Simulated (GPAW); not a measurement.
# A Mo chain with one Ti atom in line: transmission at several levels, part 2 of 2

How well does a Mo chain with one Ti atom in line conduct at low bias, and how far do basis and functional move the answer?

GPAW 26.7.0; GPAW LCAO, PAW setups; Landauer transmission from Green's functions with principal layers (ASE), zero bias.

So far, transmission at the Fermi level (one spin): step 2 (GPAW, dzp, PBE, GPAW) 4.64; step 3 (basis szp(dzp), PBE, GPAW) 4.56; step 4 (basis sz(dzp), PBE, GPAW) 4.54; step 5 (LDA) 4.68.

### 7. The levels side by side

The curves are compared point by point over the common energies.

This step: comparison of transmission and cost over codes and levels (GPAW 26.7.0).

Ladder, by row:

```
   step  code  T at the Fermi level (sum over the listed spins)  conductance (G0)  r.m.s. T(E) from the first  wall time (s)  peak memory (GiB)  threads
    dzp  GPAW                                             4.642             4.639                           0          193.6               1.42        1
    szp  GPAW                                             4.556             4.553                      0.2038          109.2               1.31        1
     sz  GPAW                                             4.537             4.534                      0.2469          84.96               1.25        1
dzp-LDA  GPAW                                             4.684              4.68                     0.09479          186.8               1.43        1
```

The transmission, zone mean, sum over the listed spins by energy, zero at the Fermi level:

```
energy (eV)   dzp   szp    sz  dzp-LDA
      -2.00  1.94  1.98  2.02     1.94
      -1.85  2.06  2.09  2.14     2.06
      -1.70  2.18  2.20  2.24     2.19
      -1.50  2.73  2.34  2.38     2.98
      -1.35  3.16  2.03  1.98     3.20
      -1.20  3.27  3.19  3.13     3.28
      -1.05  3.34  3.33  3.32     3.35
      -0.90  3.40  3.40  3.40     3.41
      -0.70  3.62  3.60  3.61     3.63
      -0.55  3.84  3.81  3.81     3.87
      -0.40  4.05  3.99  3.98     4.09
      -0.25  4.30  4.22  4.20     4.34
      -0.10  4.55  4.46  4.45     4.59
       0.00  4.64  4.56  4.54     4.68
       0.10  4.68  4.60  4.58     4.73
       0.25  4.74  4.66  4.65     4.78
       0.40  4.83  4.77  4.76     4.87
       0.55  4.92  4.86  4.84     4.96
       0.60  4.93  4.86  4.83     4.97
       0.70  4.89  4.80  4.75     4.94
       0.90  4.68  4.57  4.50     4.75
       1.05  4.49  4.35  4.26     4.58
       1.20  4.09  3.88  3.77     4.23
       1.35  3.29  3.26  3.23     3.51
       1.50  3.10  3.10  3.10     3.19
       1.70  2.54  2.72  2.80     2.68
       1.85  1.97  2.27  2.44     2.04
       2.00  1.91  1.92  2.04     1.92
```

### 8. Basis sz(dzp), functional RPBE

A smaller basis is cheaper in every inversion. The functional moves levels against the Fermi level.

This step: GPAW LCAO, PAW setups; Landauer transmission from Green's functions with principal layers (ASE), zero bias (GPAW 26.7.0).

The input, run.py:

```python
import json
import numpy as np
from ase import Atoms
from ase.transport.calculators import TransportCalculator
from gpaw import GPAW, FermiDirac
from gpaw.lcao.tools import get_lcao_hamiltonian
from scipy.linalg import eigh

# The junction with lead layers at both ends, along the third cell vector
device = Atoms(
    ['Mo', 'Mo', 'Mo', 'Mo', 'Mo', 'Mo', 'Mo', 'Ti', 'Mo', 'Mo', 'Mo', 'Mo', 'Mo', 'Mo', 'Mo'],
    positions=[
        [4.50000, 4.50000, 1.12500],
        [4.50000, 4.50000, 3.37500],
        [4.50000, 4.50000, 5.62500],
        [4.50000, 4.50000, 7.87500],
        [4.50000, 4.50000, 10.12500],
        [4.50000, 4.50000, 12.37500],
        [4.50000, 4.50000, 14.62500],
        [4.50000, 4.50000, 16.84420],
        [4.50000, 4.50000, 19.06340],
        [4.50000, 4.50000, 21.31340],
        [4.50000, 4.50000, 23.56340],
        [4.50000, 4.50000, 25.81340],
        [4.50000, 4.50000, 28.06340],
        [4.50000, 4.50000, 30.31340],
        [4.50000, 4.50000, 32.56340]],
    cell=[[9.0, 0.0, 0.0], [0.0, 9.0, 0.0], [0.0, 0.0, 33.6884]],
    pbc=True)

# One principal layer of the lead: the first 5 atoms of the device
lead = Atoms(
    ['Mo', 'Mo', 'Mo', 'Mo', 'Mo'],
    positions=[
        [4.50000, 4.50000, 1.12500],
        [4.50000, 4.50000, 3.37500],
        [4.50000, 4.50000, 5.62500],
        [4.50000, 4.50000, 7.87500],
        [4.50000, 4.50000, 10.12500]],
    cell=[[9.0, 0.0, 0.0], [0.0, 9.0, 0.0], [0.0, 0.0, 11.25]],
    pbc=True)

settings = dict(mode='lcao', basis='sz(dzp)', xc='RPBE', h=0.2,
                occupations=FermiDirac(0.1), maxiter=250,
                mixer=dict(beta=0.1, nmaxold=8, weight=100.0),
                convergence=dict(density=0.0001))
energies = np.arange(-2, 2 + 1e-9, 0.05)
eta = 0.0001
n1, n2 = 1, 1
# k and -k transmit alike, so half of the mesh across the current serves
mesh = [(i, j) for i in range(n1) for j in range(n2) if (i, j) <= (-i % n1, -j % n2)]
weights = np.array([1 if (i, j) == (-i % n1, -j % n2) else 2 for i, j in mesh]) / (n1 * n2)

# [... helper functions left out ...]
fermi_lead = ground_state(lead, (1, 1, 10), 'lead.txt')
fermi_device = ground_state(device, (1, 1, 3), 'device.txt')
# [... loop over the mesh left out, but for ...]
        # Shift the lead onto the potential of the device's first layer
        shift = ((H[:, 0, 0] - H0[:, 0, 0]) / S0[0, 0]).real.mean()
# [...]
kT = 8.617333e-5 * 200
bias = [0.1, 0.2, 0.5, 1.0, 1.5, 2.0]
# [... integrals and printing left out ...]
```

Run with:

```
$ OMP_NUM_THREADS=1 OPENBLAS_NUM_THREADS=1 python run.py
```

What it wrote:

```text
basis functions: device 195, principal layer 65
Fermi level: lead -2.9088 eV, device -2.8350 eV; lead shifted by -0.0047 eV
largest coupling past the next layer 2.81e-05 eV, largest misfit of the first layer 0.030 eV
  E-E_F (eV)   T (one spin)  [channel counts left out]
    -2.000    2.0328e+00
    -1.950    2.0712e+00
    -1.900    2.1086e+00
    -1.850    2.1450e+00
    -1.800    2.1803e+00
    -1.750    2.2138e+00
    -1.700    2.2467e+00
    -1.650    2.2786e+00
    -1.600    2.3099e+00
    -1.550    2.3415e+00
    -1.500    2.3753e+00
    -1.450    2.4153e+00
    -1.400    2.4728e+00
    -1.350    2.4400e+00
    -1.300    2.0838e+00
    -1.250    2.5373e+00
[...]
1.650    2.8776e+00
     1.700    2.7795e+00
     1.750    2.6667e+00
     1.800    2.5394e+00
     1.850    2.4007e+00
     1.900    2.2568e+00
     1.950    2.1197e+00
     2.000    2.0038e+00
conductance at 200 K: 4.5297 G0 a cell; thermopower -0.7106 uV/K
current from the zero-bias T(E) at 0.1 V: 35.081 uA
current from the zero-bias T(E) at 0.2 V: 70.077 uA
current from the zero-bias T(E) at 0.5 V: 173.95 uA
current from the zero-bias T(E) at 1.0 V: 343.63 uA
current from the zero-bias T(E) at 1.5 V: 508.14 uA
current from the zero-bias T(E) at 2.0 V: 661.82 uA
```

Elapsed: 86 s, on 1 thread of Arm Neoverse V2, shared host; peak memory 1.2 GiB.

This step gave:

```
conductance                                    : 4.530 G₀
largest coupling past the next principal layer : 2.81e-5 eV
largest misfit of the first principal layer    : 0.03029 eV
shift that aligns the lead                     : -0.004694 eV
basis functions of the junction                : 195
basis functions of a principal layer           : 65
transmission at the Fermi level (one spin)     : 4.533
```

One spin. Table of transmission, zone mean by energy, zero at the Fermi level:

```
energy (eV)  transmission, zone mean
     -2.000                     2.03
     -1.800                     2.18
     -1.600                     2.31
     -1.400                     2.47
     -1.200                     2.98
     -1.000                     3.35
     -0.800                     3.47
     -0.600                     3.74
     -0.400                     3.98
     -0.200                     4.29
      0.000                     4.53
      0.200                     4.62
      0.400                     4.77
      0.550                     4.84
      0.600                     4.82
      0.800                     4.61
      1.000                     4.34
      1.200                     3.72
      1.400                     3.19
      1.600                     2.96
      1.800                     2.54
      2.000                     2.00
```

Not self-consistent under bias; the bias window is split evenly. The current through one cell, from the zero-bias transmission by bias:

```
bias (V)  current through one cell, from the zero-bias transmission (mA)
   0.100                                                          0.0351
   0.200                                                          0.0701
   0.500                                                           0.174
   1.000                                                           0.344
   1.500                                                           0.508
   2.000                                                           0.662
```

Table of transmission of the three most open eigenchannels by energy, zero at the Fermi level:

```
energy (eV)  channel 1  channel 2  channel 3
      -2.00      0.801      0.616      0.616
      -1.90      0.815      0.647      0.647
      -1.80      0.829      0.676      0.676
      -1.70      0.844      0.701      0.701
      -1.55      0.875      0.733      0.733
      -1.45      0.915      0.750      0.750
      -1.35      0.911      0.764      0.764
      -1.25      0.776      0.776      0.763
      -1.15      0.815      0.789      0.786
      -1.05      0.925      0.802      0.794
      -0.90      0.967      0.824      0.804
      -0.80      0.982      0.837      0.810
      -0.70      0.990      0.849      0.816
      -0.60      0.994      0.860      0.822
      -0.50      0.997      0.868      0.828
      -0.40      0.998      0.875      0.833
      -0.25      0.999      0.883      0.840
      -0.15      0.998      0.887      0.843
      -0.05      0.997      0.891      0.845
       0.00      0.997      0.893      0.846
       0.05      0.997      0.896      0.846
       0.15      0.995      0.900      0.844
       0.25      0.995      0.905      0.841
       0.40      0.993      0.913      0.832
       0.50      0.993      0.917      0.824
       0.60      0.992      0.921      0.813
       0.70      0.991      0.924      0.801
       0.80      0.989      0.926      0.786
       0.90      0.988      0.927      0.771
       1.05      0.986      0.925      0.744
       1.15      0.985      0.923      0.722
       1.25      0.984      0.920      0.697
       1.35      0.984      0.917      0.666
       1.45      0.984      0.914      0.625
       1.55      0.984      0.911      0.569
       1.70      0.985      0.908      0.443
       1.80      0.986      0.906      0.324
       1.90      0.987      0.904      0.183
       2.00      0.987      0.900     0.0580
```

The conductance, 4.53 G₀, lies 2.3 % below that of the dzp run.

### 9. Density threshold 0.01, grid spacing 0.22

The Hamiltonian is taken from the last density. The density threshold is one of the tests that end the cycle; the energy must settle too, so a loose value may not be the test that decides. The real-space grid carries density and potential; a coarse one breaks translation symmetry along the lead and scatters electrons that should pass.

Changes to run.py since step 8:

```diff
@@ -42,6 +42,6 @@
 
-settings = dict(mode='lcao', basis='sz(dzp)', xc='RPBE', h=0.2,
+settings = dict(mode='lcao', basis='dzp', xc='PBE', h=0.22,
                 occupations=FermiDirac(0.1), maxiter=250,
                 mixer=dict(beta=0.1, nmaxold=8, weight=100.0),
-                convergence=dict(density=0.0001))
+                convergence=dict(density=0.01))
 energies = np.arange(-2, 2 + 1e-9, 0.05)
```

What it wrote:

```text
basis functions: device 435, principal layer 145
Fermi level: lead -2.7431 eV, device -2.7167 eV; lead shifted by 0.0103 eV
largest coupling past the next layer 2.80e-05 eV, largest misfit of the first layer 0.043 eV
  E-E_F (eV)   T (one spin)  [channel counts left out]
    -2.000    1.9685e+00
    -1.950    2.0032e+00
    -1.900    2.0372e+00
    -1.850    2.0709e+00
    -1.800    2.1043e+00
    -1.750    2.1371e+00
    -1.700    2.1497e+00
    -1.650    2.2284e+00
    -1.600    2.2786e+00
    -1.550    2.3852e+00
    -1.500    2.0176e+00
    -1.450    3.0342e+00
    -1.400    3.1096e+00
    -1.350    3.1437e+00
    -1.300    3.1822e+00
    -1.250    3.2222e+00
[...]
1.650    2.9341e+00
     1.700    2.6861e+00
     1.750    2.4400e+00
     1.800    2.2245e+00
     1.850    2.0759e+00
     1.900    2.0194e+00
     1.950    2.0156e+00
     2.000    1.9913e+00
conductance at 200 K: 4.6013 G0 a cell; thermopower -0.9127 uV/K
current from the zero-bias T(E) at 0.1 V: 35.644 uA
current from the zero-bias T(E) at 0.2 V: 71.286 uA
current from the zero-bias T(E) at 0.5 V: 177.89 uA
current from the zero-bias T(E) at 1.0 V: 350.84 uA
current from the zero-bias T(E) at 1.5 V: 517.29 uA
current from the zero-bias T(E) at 2.0 V: 676.03 uA
```

Elapsed: 1.8 min, on 1 thread; peak memory 1.2 GiB.

The run finished with changed settings (conv = 0.01 and h = 0.22); it serves as a test.

The two runs compared:

```
                                           quantity  this run   sound run  difference
                                   conductance (G₀)    4.6013      4.6387     -0.0374
largest coupling past the next principal layer (eV)  2.800e-5    2.799e-5      6.5e-9
   largest misfit of the first principal layer (eV)  0.042976    0.024246      0.0187
                    shift that aligns the lead (eV)  0.010287  -0.0013260      0.0116
         transmission at the Fermi level (one spin)    4.6032      4.6423     -0.0390
```

### 10. Summary of results

```
conductance                                        : 4.64 G₀
transmission at the Fermi level, mean of the spins : 4.64
thermopower                                        : about 0 (under 1.5 μV/K)
```

What this shows: In the dzp basis the junction conducts 4.64 G₀ at 200 K, with T = 4.64 a spin at the Fermi level; the sz basis reaches that conductance within 10 %. At the Fermi level the three most open eigenchannels pass 0.99, 0.90 and 0.86. Measured against the first run (dzp), the nearest curve is that of dzp-LDA (r.m.s. 0.095) and the farthest that of sz (0.25). Over the compared runs wall time goes from 85 s (sz) to 194 s (dzp), on a shared host. The geometry was built from estimated bond lengths and not relaxed, so the numbers describe this model structure. The run had no spin polarisation, so a magnetic state, which chains and small molecules with open shells often have, wasn't tested. An evenly spaced straight chain is an idealisation: free chains tend to dimerise, zigzag or, where a band edge lies near the Fermi level, turn magnetic. The currents use the zero-bias T(E) throughout, which holds only while the bias is small against the distance to the nearest feature. The energy step is wider than the thermal energy, so the conductance and thermopower rest on interpolation of T(E).

[Logs are printed without paths, hosts, clocks, repeated set-up lines and the standing remarks that a program may print on its own settings, such as how far it seeks lower states.]

[Hosts, paths, dates, database ids (printed as entryN), source tags and the programs' standing remarks are cut or masked in the printed files.]
